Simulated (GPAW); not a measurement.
Two runs for the O K edge of atom 5 in Zn2P2O7 (C2/m). Run A: GPAW, LDA, full core hole (charged cell), 22-atom cell with 6.5 Å between holes, 3×3×3 k points, dipole transitions, Gaussian full width 0.9 eV up to 4 eV, rising linearly to 3.5 eV at 25 eV. Run B differs in one choice.

Energy from the lowest empty level; intensity scaled to a mean of 1 over the first 20 eV:

| E (eV) | A | B |
| --- | --- | --- |
| -2.0 | 0.00 | 0.00 |
| -1.5 | 0.00 | 0.00 |
| -1.0 | 0.00 | 0.00 |
| -0.5 | 0.00 | 0.00 |
| 0.0 | 0.01 | 0.01 |
| 0.5 | 0.08 | 0.05 |
| 1.0 | 0.30 | 0.15 |
| 1.5 | 0.64 | 0.39 |
| 2.0 | 1.02 | 0.81 |
| 2.5 | 1.19 | 0.95 |
| 3.0 | 1.87 | 1.18 |
| 3.5 | 2.41 | 1.89 |
| 4.0 | 2.58 | 2.34 |
| 4.5 | 2.89 | 2.59 |
| 5.0 | 2.29 | 2.69 |
| 5.5 | 1.74 | 2.24 |
| 6.0 | 1.56 | 1.92 |
| 6.5 | 1.44 | 1.75 |
| 7.0 | 1.39 | 1.53 |
| 7.5 | 1.42 | 1.41 |
| 8.0 | 1.45 | 1.48 |
| 8.5 | 1.37 | 1.52 |
| 9.0 | 1.23 | 1.36 |
| 9.5 | 1.10 | 1.14 |
| 10.0 | 0.96 | 0.98 |
| 10.5 | 0.82 | 0.88 |
| 11.0 | 0.73 | 0.82 |
| 11.5 | 0.69 | 0.78 |
| 12.0 | 0.65 | 0.72 |
| 12.5 | 0.59 | 0.64 |
| 13.0 | 0.55 | 0.58 |
| 13.5 | 0.53 | 0.55 |
| 14.0 | 0.52 | 0.55 |
| 14.5 | 0.50 | 0.53 |
| 15.0 | 0.47 | 0.50 |
| 15.5 | 0.44 | 0.47 |
| 16.0 | 0.43 | 0.46 |
| 16.5 | 0.45 | 0.47 |
| 17.0 | 0.48 | 0.49 |
| 17.5 | 0.51 | 0.51 |
| 18.0 | 0.53 | 0.53 |
| 18.5 | 0.55 | 0.54 |
| 19.0 | 0.57 | 0.56 |
| 19.5 | 0.59 | 0.58 |
| 20.0 | 0.61 | 0.61 |
| 20.5 | 0.63 | 0.62 |
| 21.0 | 0.64 | 0.63 |
| 21.5 | 0.65 | 0.63 |
| 22.0 | 0.65 | 0.63 |
| 22.5 | 0.66 | 0.64 |
| 23.0 | 0.68 | 0.65 |
| 23.5 | 0.71 | 0.68 |
| 24.0 | 0.74 | 0.72 |
| 24.5 | 0.79 | 0.76 |
| 25.0 | 0.84 | 0.81 |
| 25.5 | 0.88 | 0.86 |
| 26.0 | 0.92 | 0.91 |
| 26.5 | 0.95 | 0.94 |
| 27.0 | 0.96 | 0.96 |
| 27.5 | 0.95 | 0.96 |
| 28.0 | 0.94 | 0.96 |
| 28.5 | 0.91 | 0.94 |
| 29.0 | 0.88 | 0.92 |
| 29.5 | 0.86 | 0.90 |
| 30.0 | 0.84 | 0.87 |
| 30.5 | 0.82 | 0.85 |
| 31.0 | 0.80 | 0.82 |
| 31.5 | 0.79 | 0.80 |

**Question.** What was changed?
a) the broadening
b) the volume of the cell
c) the plane-wave cutoff
d) the size of the supercell

(d): run B changes the supercell atoms from 22 to 11, and the k mesh follows the cell. Against the first run the r.m.s. difference is 17 %. A shift of +0.4 eV leaves 6 %. The highest intensity below 16 eV goes from 4.4 eV (2.89) to 4.8 eV (2.73). Other settings could leave a like mark; this is the one that was changed.

[Hosts, paths, dates, database ids (printed as entryN), source tags and the programs' standing remarks are cut or masked in the printed files.]

[Lists of maxima count a maximum above −3 eV only where it reaches 4 % of the highest in the window and stands out from its surroundings by 2 % of it (1.5 % where it reaches 55 %); shoulders and weaker maxima are passed over, and of the rest the first, up to two pre-edge ones and the few strongest are named.]
